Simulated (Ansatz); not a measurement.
## How fast states decay through Ga2S2O

A new crystal, Ga2S2O: structure, gap and complex bands. It is built by putting O for part of the S in the Ga2S3 structure of space group Imm2, with the volume rescaled by atomic radii. The parent structure comes from the Materials Project.

Program: Ansatz 0.2.0. Level of theory: r2SCAN DFT, plane waves, PAW files, in the first sound run; inputs show where later runs differ. Results are calculated unless marked as measured.

The structure was built from a prototype and need not be the compound's stable phase.

## Step 1: The starting structure

The structure is orthorhombic, space group Imm2 (No. 44). Conventional cell: a = 3.535 Å, b = 10.723 Å, c = 5.146 Å, α = 90.00°, β = 90.00°, γ = 90.00°. Nearest to Ga lie 1 O at 2.12 Å and 3 S at 2.23 to 2.24 Å. Nearest to S lie 3 Ga at 2.23 to 2.24 Å. Nearest to O lie 2 Ga at 2.12 Å. It derives from Ga2S3. O for part of the S in the Ga2S3 structure of space group Imm2. Farther neighbours and most contacts between anions are not listed.

## Step 2: Cell and atoms at rest

The substituted atoms don't fit the parent's cell, so cell and atoms relax together. A small smearing keeps the run stable in case the gap closes on the way.

File input.yaml:

```yaml
crystal:
  lattice:
    - [-1.7674758506, 5.3617233523, 2.5728140942]
    - [1.7674758506, -5.3617233523, 2.5728140942]
    - [1.7674758506, 5.3617233523, -2.5728140942]
  atoms:
    - { symbol: Ga, position: [0.16642079, 0.00736566, 0.15905513] }
    - { symbol: Ga, position: [0.84831053, 0.00736566, 0.84094487] }
    - { symbol: S, position: [0.90747666, 0.24172383, 0.66575283] }
    - { symbol: S, position: [0.575971, 0.24172383, 0.33424717] }
    - { symbol: O, position: [0.25182003, 0.25182003, 0.0] }
kpoints:
  mp_grid: { grid: [8, 8, 8] }
scf:
  occupations: { method: gaussian, width: 0.03 }
hamiltonian:
  xc: r2scan
output:
  forces: true
  stress: true
relax:
  f_tol: 0.02
  max_steps: 60
  cell: {}
```

Run with:

```
$ ansatz run input.yaml --threads 2 --pin off --max-ram 4096MiB --backend cpu --events-out ev --progress --plain --runs-dir out
```

Numbers of over 12 decimals in the logs are rounded to 6 here.

The program printed:

```text
basis.fft_grid_basis auto: the FFT boxes are laid along the combinations [[1, 1, 0], [0, 1, 1], [0, 0, 1]] of the cell's own vectors, 5.146, 3.535 and 6.204 Å long. The dense box has 40×27×48 points. Along the cell's own vectors, as sized, it would have 48×48×48, 2.13 times as many. Of the 4 symmetry operations that the crystal satisfies within crystal.symmetry.tolerance (time reversal apart; of a slab, those that ke [...]
Engine: ansatz 0.2.0, x86_64-unknown-linux-gnu
Pseudopotentials: kind: paw
Pseudopotential: Ga, paw, valence charge 13, recommended cutoff 500 eV (meta_gga), Ga.paw.azcp
Pseudopotential: S, paw, valence charge 6, recommended cutoff 500 eV (meta_gga), S.paw.azcp
Pseudopotential: O, paw, valence charge 6, recommended cutoff 500 eV (meta_gga), O.paw.azcp
Functional definition: r2SCAN
  parameter k0 = 0.174
  parameter k1 = 0.065
  parameter a1 = 4.9479
  exchange = r2scan_x(k0 = k0, k1 = k1, a1 = a1)
  correlation = r2scan_c
Crystal: 5 atoms, lattice volume = 97.527 Å³
Basis set: ecut = 500 eV, 2513 PW (Γ), FFT grids on a1+a2, a2+a3, a3, exchange–correlation on 160×108×192 points (64 copies of the dense FFT grid, shifted against one another)
Bands: 27, of which v1, the nominal top of the filled ones, is band 22 counted from 1 (21 counted from 0)
Symmetry: 4 space group operations
Space group: Imm2 (ITA 44), of the structure as read, at distance tolerance 4.6e-5 Å
k-points: 95 of 512 (time reversal used)
Non-local potential: Ga, projectors of the file, l = 0: 2, l = 1: 2, l = 2: 3, l = 3: 1
Non-local potential: S, projectors of the file, l = 0: 2, l = 1: 2, l = 2: 2
Non-local potential: O, projectors of the file, l = 0: 2, l = 1: 2, l = 2: 1
PAW form: soft (Blöchl's): semilocal exchange-correlation on the pseudo side does not see the compensation charge
PAW frozen core: Ga, regenerated for the run's functional (the file was generated under x = pbe(κ = 0.804, μ = 0.219515), c = pbe(β = 0.066725))
PAW frozen core: S, regenerated for the run's functional (the file was generated under x = pbe(κ = 0.804, μ = 0.219515), c = pbe(β = 0.066725))
PAW frozen core: O, regenerated for the run's functional (the file was generated under x = pbe(κ = 0.804, μ = 0.219515), c = pbe(β = 0.066725))
PAW one-centre angular grid: Ga, 590 points (default); XC on 160 Gauss nodes
PAW one-centre angular grid: S, 302 points (default); XC on 160 Gauss nodes
PAW one-centre angular grid: O, 302 points (default); XC on 160 Gauss nodes
Initial density: superposition of atomic densities (neutral atoms: chi_scale 0, normalization atom), corrected by the library's trained network
Initial wavefunctions: pseudopotential atomic-orbital guess
Functional: x = r2scan, c = r2scan; τ floored in thin density (d = 2e-4 eV/Å³)
SCF iter   1: F=—  HF=-9962.158360 eV  |F-HF|=—  |Δ(HF+E_count)|=         —  Δρ=1.01e-2  dr2=8.85e-2  dr2_τ=5.42e-2  ethr=1.77e-3  ⟨swp⟩=6.2  Hψ=11841  notcnv=0
preconditioner: auto → Resta (q_TF=auto, 2.389 Å⁻¹)  ε∞=3.8  [insulator: Δε(μ)=2.240 eV  Ē_g=15.039 eV  σ=0.030 eV  W_gap=1.00  n_scr=20 (ndim 8)  ℏωp=24.9 eV  f_vac=0.059  D(μ)=0.00/eV (n_scr^D=0)  ε∞_Penn≈3.8]
SCF iter   2: F=—  HF=-9962.184455 eV  |F-HF|=—  |Δ(HF+E_count)|=   2.61e-2  Δρ=5.45e-3  dr2=1.36e-2  dr2_τ=3.85e-3  ethr=2.01e-4  ⟨swp⟩=3.0  Hψ=6038  notcnv=0  defer=95
SCF iter   3: F=—  HF=-9962.183299 eV  |F-HF|=—  |Δ(HF+E_count)|=   1.16e-3  Δρ=2.58e-3  dr2=5.52e-3  dr2_τ=2.49e-4  ethr=3.10e-5  ⟨swp⟩=2.0  Hψ=4930  notcnv=0
automatic band count: iteration 3 solves 26 bands in place of 27: the levels show a gap, and the empty bands left out lie too high to hold charge; the band table lists the bands solved (type scf.n_extra_bands for more)
SCF iter   4: F=—  HF=-9962.183470 eV  |F-HF|=—  |Δ(HF+E_count)|=   1.71e-4  Δρ=2.02e-3  dr2=2.00e-3  dr2_τ=2.18e-4  ethr=1.25e-5  ⟨swp⟩=2.0  Hψ=4527  notcnv=0
SCF iter   5: F=—  HF=-9962.182835 eV  |F-HF|=—  |Δ(HF+E_count)|=   6.35e-4  Δρ=4.19e-4  dr2=1.24e-4  dr2_τ=4.67e-6  ethr=4.54e-6  ⟨swp⟩=2.0  Hψ=4538  notcnv=0
SCF iter   6: F=—  HF=-9962.182833 eV  |F-HF|=—  |Δ(HF+E_count)|=   1.87e-6  Δρ=9.09e-5  dr2=1.09e-5  dr2_τ=3.30e-7  ethr=2.83e-7  ⟨swp⟩=2.0  Hψ=4278  notcnv=0
SCF iter   7: F=—  HF=-9962.182839 eV  |F-HF|=—  |Δ(HF+E_count)|=   5.65e-6  Δρ=1.24e-5  dr2=2.69e-7  dr2_τ=8.08e-9  ethr=2.48e-8  ⟨swp⟩=2.0  Hψ=4560  notcnv=0
SCF iter   8: F=-9962.182839 eV  HF=-9962.182839 eV  |F-HF|=8.22e-9  |Δ(HF+E_count)|=   1.73e-7  Δρ=3.03e-6  dr2=1.02e-8  dr2_τ=3.59e-10  ethr=2.27e-10  ⟨swp⟩=4.6  Hψ=9096  notcnv=0
SCF 1 converged in 8 iterations: F = -9962.182839 eV  dr2 = 1.02e-8
  greatest PAW one-centre occupation: 0.995 electrons in one spin orbital (limit 2), on the Ga atom at site 0 (counted from 0), in its partial waves of l = 2
relax step   1: F+E_penalty+E_count = -9962.18283876 eV  Δ(F+E_penalty+E_count) = +0.000e0 eV  max|allowed force component| = 3.994e0 eV/Å  Δτ_max = 0.0000 Å  P = -2.238 GPa  Ω = 97.527 Å³  (8 SCF iters, dr2 threshold 1.00e-7 eV, accepted)
Crystal: 5 atoms, lattice volume = 96.177 Å³
Basis set: ecut = 500 eV, 2449 PW (Γ), FFT grids on a1+a2, a2+a3, a3, exchange–correlation on 160×108×192 points (64 copies of the dense FFT grid, shifted against one another)
Initial density: handed on by an earlier stage of this run
Initial wavefunctions: those handed on with the density
iter 1 solved again at ethr=7.90e-4 eV; its pass at ethr=3.10e-3 eV (dr2=3.48e-1 eV) is discarded
SCF iter   1: F=—  HF=-9963.328452 eV  |F-HF|=—  |Δ(HF+E_count)|=         —  Δρ=2.81e-2  dr2=3.48e-1  dr2_τ=1.61e0  ethr=7.90e-4  ⟨swp⟩=1.0  Hψ=16325  notcnv=0
automatic band count: iteration 1 solves 26 bands in place of 27: the levels show a gap, and the empty bands left out lie too high to hold charge; the band table lists the bands solved (type scf.n_extra_bands for more)
preconditioner: auto → Resta (q_TF=auto, 2.395 Å⁻¹)  ε∞=3.9  [insulator: Δε(μ)=3.306 eV  Ē_g=14.851 eV  σ=0.030 eV  W_gap=1.00  n_scr=18 (ndim 8)  ℏωp=25.1 eV  f_vac=0.063  D(μ)=0.00/eV (n_scr^D=0)  ε∞_Penn≈3.9]
SCF iter   2: F=—  HF=-9963.543505 eV  |F-HF|=—  |Δ(HF+E_count)|=   2.15e-1  Δρ=1.02e-2  dr2=4.14e-2  dr2_τ=1.25e-2  ethr=7.90e-4  ⟨swp⟩=3.1  Hψ=5365  notcnv=0
SCF iter   3: F=—  HF=-9963.548041 eV  |F-HF|=—  |Δ(HF+E_count)|=   4.54e-3  Δρ=5.33e-3  dr2=1.07e-2  dr2_τ=1.07e-3  ethr=9.40e-5  ⟨swp⟩=2.7  Hψ=5787  notcnv=0
SCF iter   4: F=—  HF=-9963.552010 eV  |F-HF|=—  |Δ(HF+E_count)|=   3.97e-3  Δρ=9.60e-4  dr2=1.23e-3  dr2_τ=7.92e-5  ethr=2.44e-5  ⟨swp⟩=2.2  Hψ=4964  notcnv=0
[...]
SCF iter   4: F=—  HF=-9963.740753 eV  |F-HF|=—  |Δ(HF+E_count)|=   1.04e-3  Δρ=6.42e-4  dr2=6.69e-4  dr2_τ=5.54e-5  ethr=8.53e-6  ⟨swp⟩=2.0  Hψ=4988  notcnv=0
SCF iter   5: F=—  HF=-9963.740787 eV  |F-HF|=—  |Δ(HF+E_count)|=   3.37e-5  Δρ=2.48e-4  dr2=8.13e-5  dr2_τ=4.23e-6  ethr=1.52e-6  ⟨swp⟩=2.1  Hψ=4186  notcnv=0
SCF iter   6: F=—  HF=-9963.740802 eV  |F-HF|=—  |Δ(HF+E_count)|=   1.53e-5  Δρ=7.76e-5  dr2=6.05e-6  dr2_τ=1.99e-7  ethr=1.85e-7  ⟨swp⟩=2.0  Hψ=4607  notcnv=0
SCF iter   7: F=—  HF=-9963.740803 eV  |F-HF|=—  |Δ(HF+E_count)|=   1.40e-6  Δρ=3.91e-5  dr2=1.45e-6  dr2_τ=5.68e-8  ethr=1.38e-8  ⟨swp⟩=2.0  Hψ=4560  notcnv=0
SCF iter   8: F=-9963.740804 eV  HF=-9963.740803 eV  |F-HF|=4.66e-8  |Δ(HF+E_count)|=   7.38e-8  Δρ=1.52e-5  dr2=2.44e-7  dr2_τ=5.60e-9  ethr=1.14e-9  ⟨swp⟩=5.0  Hψ=10937  notcnv=0
SCF 3 converged in 8 iterations: F = -9963.740804 eV  dr2 = 2.44e-7
relax step   3: F+E_penalty+E_count = -9963.74080353 eV  Δ(F+E_penalty+E_count) = -1.886e-1 eV  max|allowed force component| = 6.648e-1 eV/Å  Δτ_max = 0.0945 Å  P = -1.928 GPa  Ω = 99.549 Å³  energy of the carried Pulay correction = -5.952e-4 eV  (8 SCF iters, dr2 threshold 5.00e-7 eV, accepted)
[...]
relax step   4: F+E_penalty+E_count = -9963.75372544 eV  Δ(F+E_penalty+E_count) = -1.292e-2 eV  max|allowed force component| = 7.384e-1 eV/Å  Δτ_max = 0.0435 Å  P = +2.633 GPa  Ω = 97.755 Å³  energy of the carried Pulay correction = -6.764e-5 eV  (7 SCF iters, dr2 threshold 5.00e-7 eV, accepted)
[...]
relax step   5: F+E_penalty+E_count = -9963.78919773 eV  Δ(F+E_penalty+E_count) = -3.547e-2 eV  max|allowed force component| = 1.277e-1 eV/Å  Δτ_max = 0.0388 Å  P = -0.004 GPa  Ω = 100.873 Å³  energy of the carried Pulay correction = -9.782e-4 eV  (7 SCF iters, dr2 threshold 5.00e-7 eV, accepted)
[...]
relax step   6: F+E_penalty+E_count = -9963.79133089 eV  Δ(F+E_penalty+E_count) = -2.133e-3 eV  max|allowed force component| = 5.998e-2 eV/Å  Δτ_max = 0.0224 Å  P = -0.093 GPa  Ω = 100.518 Å³  energy of the carried Pulay correction = -8.761e-4 eV  (6 SCF iters, dr2 threshold 5.00e-7 eV, accepted)
[...]
relax step   7: F+E_penalty+E_count = -9963.79158487 eV  Δ(F+E_penalty+E_count) = -2.540e-4 eV  max|allowed force component| = 1.669e-3 eV/Å  Δτ_max = 0.0025 Å  P = +0.011 GPa  Ω = 100.432 Å³  energy of the carried Pulay correction = -8.513e-4 eV  (5 SCF iters, dr2 threshold 2.25e-7 eV, accepted)
[...]
relax step   8: F+E_penalty+E_count = -9963.79160263 eV  Δ(F+E_penalty+E_count) = -1.775e-5 eV  max|allowed force component| = 2.268e-3 eV/Å  Δτ_max = 0.0009 Å  P = -0.000 GPa  Ω = 100.414 Å³  energy of the carried Pulay correction = -8.461e-4 eV  (7 SCF iters, accepted)
Basis set: ecut = 500 eV, 2561 PW (Γ), FFT grids on a1+a2, a2+a3, a3, exchange–correlation on 160×108×180 points (64 copies of the dense FFT grid, shifted against one another)
Initial wavefunctions: pseudopotential atomic-orbital guess (no wavefunctions were taken with the density)
iter 1 solved again at ethr=2.28e-7 eV; its pass at ethr=3.10e-3 eV (dr2=1.00e-4 eV) is discarded
SCF iter   1: F=—  HF=-9963.792066 eV  |F-HF|=—  |Δ(HF+E_count)|=         —  Δρ=2.03e-4  dr2=1.56e-6  dr2_τ=2.24e-6  ethr=2.28e-7  ⟨swp⟩=3.1  Hψ=18905  notcnv=0
preconditioner: auto → Resta (q_TF=auto, 2.378 Å⁻¹)  ε∞=3.6  [insulator: Δε(μ)=3.333 eV  Ē_g=15.250 eV  σ=0.030 eV  W_gap=1.00  n_scr=18 (ndim 8)  ℏωp=24.6 eV  f_vac=0.115  D(μ)=0.00/eV (n_scr^D=0)  ε∞_Penn≈3.6]
SCF iter   2: F=—  HF=-9963.792537 eV  |F-HF|=—  |Δ(HF+E_count)|=   4.70e-4  Δρ=1.05e-4  dr2=7.11e-7  dr2_τ=4.46e-6  ethr=3.54e-9  ⟨swp⟩=2.0  Hψ=4655  notcnv=0
SCF iter   3: F=—  HF=-9963.792574 eV  |F-HF|=—  |Δ(HF+E_count)|=   3.71e-5  Δρ=1.87e-5  dr2=4.42e-8  dr2_τ=1.39e-7  ethr=1.61e-9  ⟨swp⟩=2.0  Hψ=4655  notcnv=0
SCF iter   4: F=—  HF=-9963.792575 eV  |F-HF|=—  |Δ(HF+E_count)|=   1.16e-6  Δρ=3.00e-6  dr2=4.77e-9  dr2_τ=1.61e-9  ethr=1.00e-10  ⟨swp⟩=2.0  Hψ=4655  notcnv=0
SCF iter   5: F=—  HF=-9963.792575 eV  |F-HF|=—  |Δ(HF+E_count)|=   4.35e-9  Δρ=9.50e-7  dr2=4.21e-10  dr2_τ=1.86e-10  ethr=1.08e-11  ⟨swp⟩=2.9  Hψ=4655  notcnv=0
SCF iter   6: F=-9963.792575 eV  HF=-9963.792575 eV  |F-HF|=2.36e-10  |Δ(HF+E_count)|=  7.88e-10  Δρ=3.42e-7  dr2=3.04e-11  dr2_τ=3.33e-11  ethr=1.00e-12  ⟨swp⟩=3.0  Hψ=10779  notcnv=0
SCF 9 converged in 6 iterations: F = -9963.792575 eV  dr2 = 3.04e-11
  greatest PAW one-centre occupation: 0.995 electrons in one spin orbital (limit 2), on the Ga atom at site 1 (counted from 0), in its partial waves of l = 2
relax step   9: F+E_penalty+E_count = -9963.79257484 eV  Δ(F+E_penalty+E_count) = -9.722e-4 eV  max|allowed force component| = 2.276e-3 eV/Å  Δτ_max = 0.0000 Å  P = +0.012 GPa  Ω = 100.414 Å³  stress off target by 2.27e-2 GPa  SCF on the basis re-selected at this cell (its energy is not comparable with the rows above)  (6 SCF iters)
basis re-selected at this cell: Δ(F+E_penalty+E_count) = -9.722e-4 eV, ΔP = +0.012 GPa vs the last step (what re-selecting the basis moved, of the pressure what is left beyond the Pulay correction that the steps carried, after the strain that the cell walked since its last selection, with what the two solves' SCF thresholds leave and, on support functions, any second-order correction that the steps lacked; it is no measure of the basis error at this ecutwfc). The dense FFT grid was sized anew with the basis: this SCF ran on 40×27×45 points, the steps before it on 40×27×48, so part of this shift can come from that change (see relax.cell in the input reference). [rest of the remark cut]
SCF converged after 6 iterations
Free energy (F): -9963.792575 eV
Harris-Foulkes:  -9963.792575 eV  (|F-HF|=2.36e-10)
Internal energy: -9963.792575 eV  (E = F + TS)
E sigma→0 (E₀):  -9963.792575 eV
Fermi energy:    5.310113 eV
--- Per-component energies (eV) ---
  E_band       = -242.605372
  E_kinetic    = 618.187602
  E_local      = -5522.431980  (includes V_loc(G=0)·N_el)
  E_nonlocal   = 966.367668
  E_hartree    = 2497.878838
  E_xc         = -378.999533
  E_vxc        = -410.441219  (∫ρ·V_xc dr)
  E_paw        = -5395.540021  (= ΣΔE_a)
  E_vpaw       = -912.051805  (= ΣTr[D̂ρ^β])
  E_aug_tail   = 0.000939  (compensation charges beyond the density's cutoff)
  E_vtau       = 22.005693  (kinetic-family band-sum trace: ∫τ·v_τ [+ j·A + Jᵃ·Aᵃ] dr)
  E_ewald      = -2747.698473
  E_core_change = -1.557614  (= ΣΔE_core)
  E_smearing   = -0.000000  (= −TS)
  E_closure    = -0.000000  (closes the sum)
  Σ components = -9963.792575   (vs F -9963.792575, Δ=0.00e0)
--- Forces (eV/Å), atoms counted from 1 ---
  atom   1  Ga     0.00000000     0.00227649     0.00131085
  atom   2  Ga     0.00000000    -0.00227649     0.00131085
  atom   3  S      0.00000000     0.00052728    -0.00148631
  atom   4  S      0.00000000    -0.00052728    -0.00148631
  atom   5  O      0.00000000     0.00000000     0.00033989
  max |Σ_I F_I| component: 1.10e-5 eV/Å
--- Stress (GPa, compression-positive) ---
        0.011266       0.000000       0.000000
        0.000000       0.022728       0.000000
        0.000000       0.000000       0.001805
  P = ⅓ Tr σ = 0.0119 GPa (0.119 kbar)
--- Relaxed structure (8 steps of the walk, 8 accepted, 1 SCFs on fresh bases) ---
  F+E_penalty+E_count = -9963.79257484 eV   max|allowed force component| = 2.276e-3 eV/Å   (the final SCF, on the basis selected at the relaxed cell)
  cell:  # Å, volume = 100.4142 Å³
    - [-1.833978, 5.242024, 2.611212]
    - [1.833978, -5.242024, 2.611212]
    - [1.833978, 5.242024, -2.611212]
  atoms:
    - { symbol: Ga, position: [0.177400, 0.026633, 0.150767] }
    - { symbol: Ga, position: [0.875866, 0.026633, 0.849233] }
    - { symbol: S, position: [0.919758, 0.255989, 0.663768] }
    - { symbol: S, position: [0.592221, 0.255989, 0.336232] }
    - { symbol: O, position: [0.184754, 0.184754, 0] }
```

Wall time 91 s (2 threads of AMD EPYC 9R45, shared host); peak memory 0.76 GiB.

Step by step:

| step | energy less that of the first step (eV) | largest force component (eV/Å) | pressure (GPa) | volume (Å³) |
| --- | --- | --- | --- | --- |
| 1 | 0.0000 | 3.9941 | -2.24 | 97.53 |
| 2 | -1.3693 | 1.8297 | -0.93 | 96.18 |
| 3 | -1.5580 | 0.6648 | -1.93 | 99.55 |
| 4 | -1.5709 | 0.7384 | 2.63 | 97.76 |
| 5 | -1.6064 | 0.1277 | 0.00 | 100.87 |
| 6 | -1.6085 | 0.0600 | -0.09 | 100.52 |
| 7 | -1.6087 | 0.0017 | 0.01 | 100.43 |
| 8 | -1.6088 | 0.0023 | 0.00 | 100.41 |
| 9* | -1.6097 | 0.0023 | 0.01 | 100.41 |

Relaxation steps marked * repeat the geometry before them on a plane-wave basis chosen anew for their cell, so energy and pressure can jump there.

Forces are held to the 4 operations that the run works with; a distortion that breaks them can't arise in this run.

| conventional cell, symmetrised | before | after | change |
| --- | --- | --- | --- |
| a (Å) | 3.535 | 3.668 | +3.8 % |
| b (Å) | 10.723 | 10.484 | -2.2 % |
| c (Å) | 5.146 | 5.222 | +1.5 % |
| volume (Å³/atom) | 19.51 | 20.08 | +3.0 % |

The atoms that moved most (Å, as changes of fractional coordinates times the final cell):

| atom | dx | dy | dz | length |
| --- | --- | --- | --- | --- |
| O5 | 0.000 | 0.000 | -0.350 | 0.350 |
| Ga1 | 0.000 | -0.087 | 0.101 | 0.133 |
| Ga2 | 0.000 | 0.087 | 0.101 | 0.133 |
| S3 | 0.000 | -0.021 | 0.075 | 0.077 |
| S4 | 0.000 | 0.021 | 0.075 | 0.077 |

The relaxed structure:

```xyz
5
Lattice="-1.8340 5.2420 2.6112 1.8340 -5.2420 2.6112 1.8340 5.2420 -2.6112" Properties=species:S:1:pos:R:3 pbc="T T T"
Ga    0.0000    1.5807    0.1391
Ga    0.0000    8.9034    0.1391
S     0.0000    6.9590    1.3369
S     0.0000    3.5251    1.3369
O     0.0000    0.0000    0.9649
```

This step gave:

```yaml
free_energy: -9963.7926 eV
fermi_energy: 5.310 eV
pressure: 0.01193 GPa
```

The largest force component on a free atom ends at 0.0023 eV/Å.

(Part 1 of 3 ends here.)

[Logs are printed without paths, hosts, clocks, repeated set-up lines and the standing remarks that a program may print on its own settings, such as how far it seeks lower states.]

[Hosts, paths, dates, database ids (printed as entryN), source tags and the programs' standing remarks are cut or masked in the printed files.]
